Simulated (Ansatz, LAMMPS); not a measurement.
# Structural relaxation of aqueous Sr2+ and TFSI-, 8.8 mol of salt per kg of water, from a frame at 360 K (150 atoms), part 2 of 3

How does aqueous Sr2+ and TFSI-, 8.8 mol of salt per kg of water, from a frame at 360 K (150 atoms) relax, and what do bonds, charges and levels look like afterwards?

Ansatz 0.2.0; Kohn-Sham DFT, PBEsol, PAW (set soft_2), plane waves.

The cell: 6 N, 12 S, 43 O, 12 C, 36 F, 38 H and 3 Sr. The network of contacts between molecules at the start is that of the classical potential that made the cell. The concentration wasn't checked against solubility and may exceed it. The functional has no dispersion term. The density was typed from a rule of thumb and may lie off the real one at this temperature.

So far. Step 3 (Single point at the start): Neighbours are counted within 1.21 Å (O-H), 1.88 Å (O-S), 3.18 Å (O-Sr), 1.62 Å (F-C), 2.21 Å (C-S), 2.02 Å (S-N).

## 4. Relaxation

With the cell held, the atoms are moved downhill towards a nearby minimum.

input.yaml reads:

```yaml
crystal:
  lattice:
    - [12.39774, 0.0, 0.0]
    - [0.0, 12.39774, 0.0]
    - [0.0, 0.0, 12.39774]
  atoms:
    [... the 150 atom lines of step 3 ...]
kpoints:
  mp_grid: { grid: [1, 1, 1] }
hamiltonian:
  xc: pbesol
scf:
  occupations: { method: fermi_dirac, width: 0.05 }
output:
  forces: true
relax:
  f_tol: 0.05
  max_steps: 200
```

Run with:

```sh
$ ansatz run input.yaml --threads 4 --pin off --max-ram 8192MiB --backend cpu --events-out ev --progress --plain --runs-dir out
```

Numbers of over 12 decimals in the logs are rounded to 6 here.

The log of the run:

```text
[...]
Crystal: 150 atoms, lattice volume = 1905.582 Å³
Basis set: ecut = 420 eV, 37385 PW (Γ), exchange–correlation on 180×180×180 points (8 copies of the dense FFT grid, shifted against one another)
Bands: 514, of which v1, the nominal top of the filled ones, is band 364 counted from 1 (363 counted from 0)
Symmetry: 1 space group operations
[...]
k-points: 1
[...]
SCF iter   1: F=—  HF=-79823.443943 eV  |F-HF|=—  |Δ(HF+E_count)|=         —  Δρ=8.76e-3  dr2=1.07e0  ethr=1.77e-3  ⟨swp⟩=8.0  Hψ=2645  notcnv=0  defer=35
[...]
SCF iter   7: F=-79823.148519 eV  HF=-79823.148545 eV  |F-HF|=2.52e-5  |Δ(HF+E_count)|=   2.46e-5  Δρ=5.51e-5  dr2=5.47e-5  ethr=8.59e-9  ⟨swp⟩=3.0  Hψ=1692  notcnv=0
SCF 1 converged in 7 iterations: F = -79823.148519 eV  dr2 = 5.47e-5
[...]
relax step   1: F+E_penalty+E_count = -79823.14851934 eV  Δ(F+E_penalty+E_count) = +0.000e0 eV  max|allowed force component| = 4.946e0 eV/Å  Δτ_max = 0.0000 Å  (7 SCF iters, dr2 threshold 6.25e-5 eV, accepted)
[...]
relax step   2: F+E_penalty+E_count = -79828.92844340 eV  Δ(F+E_penalty+E_count) = -5.780e0 eV  max|allowed force component| = 3.255e0 eV/Å  Δτ_max = 0.1949 Å  (8 SCF iters, dr2 threshold 1.00e-4 eV, accepted)
[...]
relax step   3: F+E_penalty+E_count = -79831.67218123 eV  Δ(F+E_penalty+E_count) = -2.744e0 eV  max|allowed force component| = 1.748e0 eV/Å  Δτ_max = 0.1949 Å  (8 SCF iters, dr2 threshold 1.00e-4 eV, accepted)
relax step   4: F+E_penalty+E_count = -79832.68789121 eV  Δ(F+E_penalty+E_count) = -1.016e0 eV  max|allowed force component| = 1.514e0 eV/Å  Δτ_max = 0.1951 Å  (7 SCF iters, dr2 threshold 1.00e-4 eV, accepted)
relax step   5: F+E_penalty+E_count = -79833.21218464 eV  Δ(F+E_penalty+E_count) = -5.243e-1 eV  max|allowed force component| = 2.585e0 eV/Å  Δτ_max = 0.1963 Å  (6 SCF iters, dr2 threshold 1.00e-4 eV, accepted)
relax step   6: F+E_penalty+E_count = -79833.81973290 eV  Δ(F+E_penalty+E_count) = -6.075e-1 eV  max|allowed force component| = 1.552e0 eV/Å  Δτ_max = 0.2000 Å  (7 SCF iters, dr2 threshold 1.00e-4 eV, accepted)
relax step   7: F+E_penalty+E_count = -79834.21532080 eV  Δ(F+E_penalty+E_count) = -3.956e-1 eV  max|allowed force component| = 7.804e-1 eV/Å  Δτ_max = 0.1934 Å  (7 SCF iters, dr2 threshold 1.00e-4 eV, accepted)
relax step   8: F+E_penalty+E_count = -79834.45881993 eV  Δ(F+E_penalty+E_count) = -2.435e-1 eV  max|allowed force component| = 1.039e0 eV/Å  Δτ_max = 0.1959 Å  (7 SCF iters, dr2 threshold 1.00e-4 eV, accepted)
relax step   9: F+E_penalty+E_count = -79834.64644414 eV  Δ(F+E_penalty+E_count) = -1.876e-1 eV  max|allowed force component| = 8.985e-1 eV/Å  Δτ_max = 0.1927 Å  (7 SCF iters, dr2 threshold 1.00e-4 eV, accepted)
relax step  10: F+E_penalty+E_count = -79834.75861851 eV  Δ(F+E_penalty+E_count) = -1.122e-1 eV  max|allowed force component| = 1.025e0 eV/Å  Δτ_max = 0.1949 Å  (6 SCF iters, dr2 threshold 1.00e-4 eV, accepted)
relax step  11: F+E_penalty+E_count = -79834.99393376 eV  Δ(F+E_penalty+E_count) = -2.353e-1 eV  max|allowed force component| = 4.111e-1 eV/Å  Δτ_max = 0.2000 Å  (7 SCF iters, dr2 threshold 1.00e-4 eV, accepted)
relax step  12: F+E_penalty+E_count = -79835.16430449 eV  Δ(F+E_penalty+E_count) = -1.704e-1 eV  max|allowed force component| = 4.525e-1 eV/Å  Δτ_max = 0.1938 Å  (7 SCF iters, dr2 threshold 2.72e-5 eV, accepted)
relax step  13: F+E_penalty+E_count = -79835.28521937 eV  Δ(F+E_penalty+E_count) = -1.209e-1 eV  max|allowed force component| = 6.900e-1 eV/Å  Δτ_max = 0.1970 Å  (7 SCF iters, dr2 threshold 3.29e-5 eV, accepted)
relax step  14: F+E_penalty+E_count = -79835.39759078 eV  Δ(F+E_penalty+E_count) = -1.124e-1 eV  max|allowed force component| = 6.893e-1 eV/Å  Δτ_max = 0.1943 Å  (7 SCF iters, dr2 threshold 1.00e-4 eV, accepted)
relax step  15: F+E_penalty+E_count = -79835.49800068 eV  Δ(F+E_penalty+E_count) = -1.004e-1 eV  max|allowed force component| = 4.593e-1 eV/Å  Δτ_max = 0.1917 Å  (6 SCF iters, dr2 threshold 1.00e-4 eV, accepted)
relax step  16: F+E_penalty+E_count = -79835.58155941 eV  Δ(F+E_penalty+E_count) = -8.356e-2 eV  max|allowed force component| = 4.973e-1 eV/Å  Δτ_max = 0.1918 Å  (6 SCF iters, dr2 threshold 9.37e-5 eV, accepted)
relax step  17: F+E_penalty+E_count = -79835.63396463 eV  Δ(F+E_penalty+E_count) = -5.241e-2 eV  max|allowed force component| = 5.970e-1 eV/Å  Δτ_max = 0.1947 Å  (6 SCF iters, dr2 threshold 1.00e-4 eV, accepted)
relax step  18: F+E_penalty+E_count = -79835.69446957 eV  Δ(F+E_penalty+E_count) = -6.050e-2 eV  max|allowed force component| = 5.466e-1 eV/Å  Δτ_max = 0.1919 Å  (6 SCF iters, dr2 threshold 1.00e-4 eV, accepted)
relax step  19: F+E_penalty+E_count = -79835.74183423 eV  Δ(F+E_penalty+E_count) = -4.736e-2 eV  max|allowed force component| = 3.902e-1 eV/Å  Δτ_max = 0.1937 Å  (6 SCF iters, dr2 threshold 1.00e-4 eV, accepted)
relax step  20: F+E_penalty+E_count = -79835.76772903 eV  Δ(F+E_penalty+E_count) = -2.589e-2 eV  max|allowed force component| = 2.161e-1 eV/Å  Δτ_max = 0.1393 Å  (6 SCF iters, dr2 threshold 7.76e-5 eV, accepted)
relax step  21: F+E_penalty+E_count = -79835.78553762 eV  Δ(F+E_penalty+E_count) = -1.781e-2 eV  max|allowed force component| = 1.687e-1 eV/Å  Δτ_max = 0.0701 Å  (7 SCF iters, dr2 threshold 1.43e-5 eV, accepted)
relax step  22: F+E_penalty+E_count = -79835.80388686 eV  Δ(F+E_penalty+E_count) = -1.835e-2 eV  max|allowed force component| = 1.590e-1 eV/Å  Δτ_max = 0.1142 Å  (7 SCF iters, dr2 threshold 8.73e-6 eV, accepted)
relax step  23: F+E_penalty+E_count = -79835.81396713 eV  Δ(F+E_penalty+E_count) = -1.008e-2 eV  max|allowed force component| = 1.909e-1 eV/Å  Δτ_max = 0.1098 Å  (7 SCF iters, dr2 threshold 1.54e-5 eV, accepted)
relax step  24: F+E_penalty+E_count = -79835.81905763 eV  Δ(F+E_penalty+E_count) = -5.090e-3 eV  max|allowed force component| = 1.818e-1 eV/Å  Δτ_max = 0.0933 Å  (6 SCF iters, dr2 threshold 3.24e-5 eV, accepted)
relax step  25: F+E_penalty+E_count = -79835.82637225 eV  Δ(F+E_penalty+E_count) = -7.315e-3 eV  max|allowed force component| = 1.272e-1 eV/Å  Δτ_max = 0.0276 Å  (5 SCF iters, dr2 threshold 3.00e-5 eV, accepted)
relax step  26: F+E_penalty+E_count = -79835.83076385 eV  Δ(F+E_penalty+E_count) = -4.392e-3 eV  max|allowed force component| = 4.220e-2 eV/Å  Δτ_max = 0.0302 Å  (6 SCF iters, dr2 threshold 7.92e-6 eV, accepted)
relax step  27: F+E_penalty+E_count = -79835.83076532 eV  Δ(F+E_penalty+E_count) = -1.468e-6 eV  max|allowed force component| = 4.222e-2 eV/Å  Δτ_max = 0.0000 Å  (4 SCF iters, accepted)
relax step  28: F+E_penalty+E_count = -79835.83363190 eV  Δ(F+E_penalty+E_count) = -2.867e-3 eV  max|allowed force component| = 6.996e-2 eV/Å  Δτ_max = 0.0590 Å  (9 SCF iters, accepted)
relax step  29: F+E_penalty+E_count = -79835.83641121 eV  Δ(F+E_penalty+E_count) = -2.779e-3 eV  max|allowed force component| = 1.049e-1 eV/Å  Δτ_max = 0.0660 Å  (7 SCF iters, dr2 threshold 4.89e-6 eV, accepted)
relax step  30: F+E_penalty+E_count = -79835.84097009 eV  Δ(F+E_penalty+E_count) = -4.559e-3 eV  max|allowed force component| = 1.795e-1 eV/Å  Δτ_max = 0.1270 Å  (7 SCF iters, dr2 threshold 1.10e-5 eV, accepted)
relax step  31: F+E_penalty+E_count = -79835.84695865 eV  Δ(F+E_penalty+E_count) = -5.989e-3 eV  max|allowed force component| = 2.988e-1 eV/Å  Δτ_max = 0.1603 Å  (6 SCF iters, dr2 threshold 3.22e-5 eV, accepted)
relax step  32: F+E_penalty+E_count = -79835.85590863 eV  Δ(F+E_penalty+E_count) = -8.950e-3 eV  max|allowed force component| = 1.864e-1 eV/Å  Δτ_max = 0.1698 Å  (6 SCF iters, dr2 threshold 8.93e-5 eV, accepted)
relax step  33: F+E_penalty+E_count = -79835.86350982 eV  Δ(F+E_penalty+E_count) = -7.601e-3 eV  max|allowed force component| = 1.534e-1 eV/Å  Δτ_max = 0.0424 Å  (6 SCF iters, dr2 threshold 1.35e-5 eV, accepted)
relax step  34: F+E_penalty+E_count = -79835.86562674 eV  Δ(F+E_penalty+E_count) = -2.117e-3 eV  max|allowed force component| = 9.185e-2 eV/Å  Δτ_max = 0.0649 Å  (7 SCF iters, dr2 threshold 9.16e-6 eV, accepted)
relax step  35: F+E_penalty+E_count = -79835.87335670 eV  Δ(F+E_penalty+E_count) = -7.730e-3 eV  max|allowed force component| = 1.065e-1 eV/Å  Δτ_max = 0.0549 Å  (7 SCF iters, dr2 threshold 3.02e-6 eV, accepted)
relax step  36: F+E_penalty+E_count = -79835.85268551 eV  Δ(F+E_penalty+E_count) = +2.067e-2 eV  max|allowed force component| = 1.591e-1 eV/Å  Δτ_max = 0.1706 Å  (8 SCF iters, dr2 threshold 4.06e-6 eV, rejected (line search))
relax step  37: F+E_penalty+E_count = -79835.87791698 eV  Δ(F+E_penalty+E_count) = -4.560e-3 eV  max|allowed force component| = 6.321e-2 eV/Å  Δτ_max = 0.0797 Å  (9 SCF iters, accepted)
[...]
relax step  38: F+E_penalty+E_count = -79835.87956376 eV  Δ(F+E_penalty+E_count) = -1.647e-3 eV  max|allowed force component| = 3.493e-2 eV/Å  Δτ_max = 0.0276 Å  (8 SCF iters, accepted)
SCF converged after 8 iterations
Free energy (F): -79835.879564 eV
[...]
Internal energy: -79835.879564 eV  (E = F + TS)
E sigma→0 (E₀):  -79835.879564 eV
Fermi energy:    2.948677 eV
[...]
--- Forces (eV/Å), atoms counted from 1 ---
  atom   1  N      0.00439395     0.00189616     0.00421670
  atom   2  S      0.01215612    -0.01410444    -0.01499764
  atom   3  O     -0.00223335     0.00327312     0.00096998
  atom   4  O     -0.00151535     0.00130091     0.00507743
  atom   5  C      0.00784005     0.00236346    -0.00648400
  atom   6  F     -0.00368840     0.00244287     0.00004409
  atom   7  F     -0.00100504     0.00049565     0.00134343
  atom   8  F     -0.00178431    -0.00421417     0.00359418
  atom   9  S      0.01558339    -0.00855858     0.00102911
  atom  10  O     -0.00408883     0.00379548     0.00123428
  atom  11  O     -0.00625247     0.00936545     0.00004220
  atom  12  C     -0.00649320     0.00437073     0.00182551
  atom  13  F      0.00299893    -0.00078723    -0.00036321
  atom  14  F     -0.00146680    -0.00978790    -0.00097722
[...]
atom 149  Sr     0.00044525    -0.00304485    -0.00393997
  atom 150  Sr    -0.00067075     0.01689338    -0.00610916
  max |Σ_I F_I| component: 1.80e-4 eV/Å
--- Relaxed structure (38 steps of the walk, 37 accepted, 0 SCFs on fresh bases) ---
  F+E_penalty+E_count = -79835.87956376 eV   max|allowed force component| = 3.493e-2 eV/Å
  atoms:
    - { symbol: N, position: [0.035922, 0.881025, 0.505735] }
    - { symbol: S, position: [0.105329, 0.817232, 0.421017] }
    - { symbol: O, position: [0.063052, 0.710024, 0.396894] }
    - { symbol: O, position: [0.218430, 0.824736, 0.449032] }
[...]
- { symbol: Sr, position: [0.382167, 0.696104, 0.425636] }
```

Elapsed: 12 min, on 4 threads of Arm Neoverse V2, shared host; peak memory 2.9 GiB; 46 min of CPU time.

Step by step (22 of 38):

```csv
step,energy less that of the first step (eV),largest force component (eV/Å)
1,0.0000,4.9458
3,-8.5237,1.7478
5,-10.0637,2.5847
6,-10.6712,1.5515
8,-11.3103,1.0387
10,-11.6101,1.0252
12,-12.0158,0.4525
13,-12.1367,0.6900
15,-12.3495,0.4593
17,-12.4854,0.5970
19,-12.5933,0.3902
20,-12.6192,0.2161
22,-12.6554,0.1590
24,-12.6705,0.1818
26,-12.6822,0.0422
27,-12.6822,0.0422
29,-12.6879,0.1049
31,-12.6984,0.2988
33,-12.7150,0.1534
34,-12.7171,0.0919
36,-12.7042,0.1591
38,-12.7310,0.0349
```

Relaxation step 36 was tried and not accepted.

The atoms that moved most (Å):

```
atom      dx      dy      dz  length
H141  -1.453  -1.422   0.966   2.251
H108   0.053   1.637  -1.326   2.108
O106   0.103   1.524  -1.156   1.916
H126  -1.070   0.827  -1.207   1.813
H134  -0.534   0.055   1.634   1.720
O139  -0.912  -1.018   1.010   1.699
 O25   0.686  -0.663  -1.330   1.636
O133  -0.585  -0.080   1.502   1.614
```

The relaxation changed the energy by -84.9 meV/atom, and atoms moved by 0.88 Å r.m.s., 2.3 Å at most.

## 5. Local order after relaxation

Bonds before and after, by the cutoffs listed below:

```csv
pair,bonds before,bonds after,mean before (Å),mean after (Å),spread before (Å),spread after (Å)
O-H,38,38,1.000,0.992,0.000,0.014
O-S,24,24,1.461,1.453,0.019,0.008
O-Sr,24,23,2.791,2.596,0.158,0.102
F-C,36,36,1.363,1.331,0.027,0.007
C-S,12,12,1.840,1.877,0.049,0.013
S-N,12,12,1.568,1.578,0.040,0.008
```

Density 1.99 g/cm³, 12.70 Å³ an atom.

Pair distribution functions g(r), in bins of 0.2 Å:

| r (Å) | total | O-O | O-H | O-F | O-C | O-S | O-N |
| --- | --- | --- | --- | --- | --- | --- | --- |
| 0.90 | 2.12 | 0.00 | 14.65 | 0.00 | 0.00 | 0.00 | 0.00 |
| 1.10 | 0.52 | 0.00 | 3.54 | 0.00 | 0.00 | 0.00 | 0.00 |
| 1.30 | 1.38 | 0.00 | 0.00 | 0.00 | 0.00 | 0.00 | 0.00 |
| 1.50 | 1.58 | 0.00 | 0.57 | 0.00 | 0.00 | 16.60 | 0.00 |
| 1.70 | 0.42 | 0.00 | 2.21 | 0.00 | 0.00 | 0.00 | 0.00 |
| 1.90 | 0.55 | 0.00 | 1.97 | 0.00 | 0.00 | 0.00 | 0.00 |
| 2.10 | 0.73 | 0.00 | 0.10 | 0.00 | 0.00 | 0.00 | 0.00 |
| 2.30 | 0.32 | 0.00 | 0.18 | 0.00 | 0.00 | 0.00 | 0.00 |
| 2.50 | 0.76 | 1.98 | 0.15 | 0.00 | 0.00 | 0.00 | 11.04 |
| 2.70 | 1.40 | 2.44 | 0.56 | 0.52 | 5.00 | 0.00 | 0.00 |
| 2.90 | 1.02 | 1.96 | 1.20 | 2.16 | 0.00 | 0.17 | 0.00 |
| 3.10 | 1.17 | 1.64 | 1.83 | 1.84 | 0.16 | 0.62 | 0.29 |
| 3.30 | 1.00 | 1.07 | 2.26 | 1.09 | 0.42 | 1.23 | 0.00 |
| 3.50 | 0.97 | 1.01 | 1.57 | 0.90 | 0.73 | 0.72 | 0.24 |
| 3.70 | 1.04 | 0.73 | 0.91 | 1.34 | 0.95 | 1.18 | 0.87 |
| 3.90 | 1.05 | 0.86 | 1.12 | 0.54 | 1.36 | 2.00 | 0.76 |
| 4.10 | 0.97 | 0.83 | 1.37 | 0.38 | 1.13 | 1.15 | 0.18 |
| 4.30 | 0.97 | 0.98 | 1.10 | 0.76 | 0.95 | 0.72 | 0.32 |
| 4.50 | 0.87 | 1.20 | 0.66 | 0.72 | 0.72 | 0.95 | 0.29 |
| 4.70 | 1.04 | 1.27 | 0.63 | 1.01 | 1.00 | 1.20 | 1.06 |
| 4.90 | 0.96 | 1.34 | 0.83 | 0.95 | 0.99 | 0.19 | 1.83 |
| 5.10 | 1.06 | 0.85 | 0.98 | 1.13 | 1.19 | 1.02 | 1.01 |
| 5.30 | 1.08 | 0.82 | 1.50 | 1.01 | 0.63 | 0.57 | 1.25 |
| 5.50 | 1.04 | 0.76 | 1.04 | 1.19 | 0.73 | 1.11 | 0.88 |
| 5.70 | 1.00 | 1.06 | 0.81 | 1.03 | 1.31 | 1.40 | 1.27 |
| 5.90 | 0.99 | 0.97 | 0.96 | 1.11 | 0.93 | 1.19 | 1.19 |
| 6.10 | 1.06 | 1.00 | 0.91 | 1.26 | 0.92 | 1.34 | 1.03 |

Bonds by pair of elements; cutoffs follow the first minimum of g(r), held within bounds set by covalent radii, and pairs that aren't listed don't count as bonded:

```csv
pair A-B,cutoff (Å),bonds,mean length (Å),spread (Å),shortest (Å),B about A,A about B
O-H,1.21,38,0.992,0.014,0.971,0.884,1
O-S,1.88,24,1.45,0.008,1.43,0.558,2
O-Sr,3.27,23,2.60,0.102,2.46,0.535,7.67
F-C,1.62,36,1.33,0.007,1.32,1,3
C-S,2.21,12,1.88,0.013,1.86,1,1
S-N,1.98,12,1.58,0.008,1.57,1,2
```

How many atoms have how many bonded neighbours:

```
element  mean   1   2   3   4  7  8
      C     4   0   0   0  12  0  0
      F     1  36   0   0   0  0  0
      H     1  38   0   0   0  0  0
      N     2   0   6   0   0  0  0
      O  1.98  11  22  10   0  0  0
      S     4   0   0   0  12  0  0
     Sr  7.67   0   0   0   0  1  2
```

Bond angles, per cent of each kind in bins of 5°:

| angle (°) | O-Sr-O | F-C-S | F-C-F | C-S-O | N-S-O |
| --- | --- | --- | --- | --- | --- |
| 60–65 | 2.6 | 0.0 | 0.0 | 0.0 | 0.0 |
| 65–70 | 11.7 | 0.0 | 0.0 | 0.0 | 0.0 |
| 70–75 | 14.3 | 0.0 | 0.0 | 0.0 | 0.0 |
| 75–80 | 10.4 | 0.0 | 0.0 | 0.0 | 0.0 |
| 80–85 | 10.4 | 0.0 | 0.0 | 0.0 | 0.0 |
| 85–90 | 2.6 | 0.0 | 0.0 | 0.0 | 0.0 |
| 90–95 | 2.6 | 0.0 | 0.0 | 0.0 | 0.0 |
| 95–100 | 2.6 | 0.0 | 0.0 | 0.0 | 0.0 |
| 100–105 | 6.5 | 0.0 | 0.0 | 62.5 | 0.0 |
| 105–110 | 0.0 | 58.3 | 88.9 | 37.5 | 37.5 |
| 110–115 | 0.0 | 41.7 | 11.1 | 0.0 | 37.5 |
| 115–120 | 2.6 | 0.0 | 0.0 | 0.0 | 25.0 |
| 120–125 | 1.3 | 0.0 | 0.0 | 0.0 | 0.0 |
| 125–130 | 2.6 | 0.0 | 0.0 | 0.0 | 0.0 |
| 130–135 | 7.8 | 0.0 | 0.0 | 0.0 | 0.0 |
| 135–140 | 6.5 | 0.0 | 0.0 | 0.0 | 0.0 |
| 140–145 | 10.4 | 0.0 | 0.0 | 0.0 | 0.0 |
| 145–150 | 1.3 | 0.0 | 0.0 | 0.0 | 0.0 |
| 150–155 | 1.3 | 0.0 | 0.0 | 0.0 | 0.0 |
| 155–160 | 2.6 | 0.0 | 0.0 | 0.0 | 0.0 |

Bond angles (no mean is given where the spread exceeds 20°):

```csv
angle,count,mean (°),spread (°)
O-Sr-O,77,-,-
F-C-S,36,110,1.3
F-C-F,36,109,0.7
C-S-O,24,105,1.3
N-S-O,24,112,3.1
```

Hydrogen bonds between water molecules (O–O under 3.5 Å, H–O···O angle under 30°):

| hydrogen bonds to other water | molecules |
| --- | --- |
| 0 | 2 |
| 1 | 2 |
| 2 | 8 |
| 3 | 6 |
| 4 | 1 |

First shells of the ions:

```csv
ion,count,shell,mean number
Sr,3,water O within 3.4 A,3.33
```

Bond length by coordination (bonds to H left out):

```csv
element,coordination,atoms,mean bond length (Å)
O,1,11,1.45
O,2,13,2.05
O,3,10,2.54
Sr,7,1,2.57
Sr,8,2,2.61
```

With the cutoffs above, all C atoms have 4, all F atoms have 1, all H atoms have 1 and all N atoms have 2 bonded neighbours. The 19 water molecules hold 2.11 hydrogen bonds each to other water on average, with a mean O–O distance of 2.72 Å. Ion shells in this frame: Sr 3.3 (water O within 3.4 Å).

[end of part 2 of 3]

[Logs are printed without paths, hosts, clocks, repeated set-up lines and the standing remarks that a program may print on its own settings, such as how far it seeks lower states.]

[Hosts, paths, dates, database ids (printed as entryN), source tags and the programs' standing remarks are cut or masked in the printed files.]
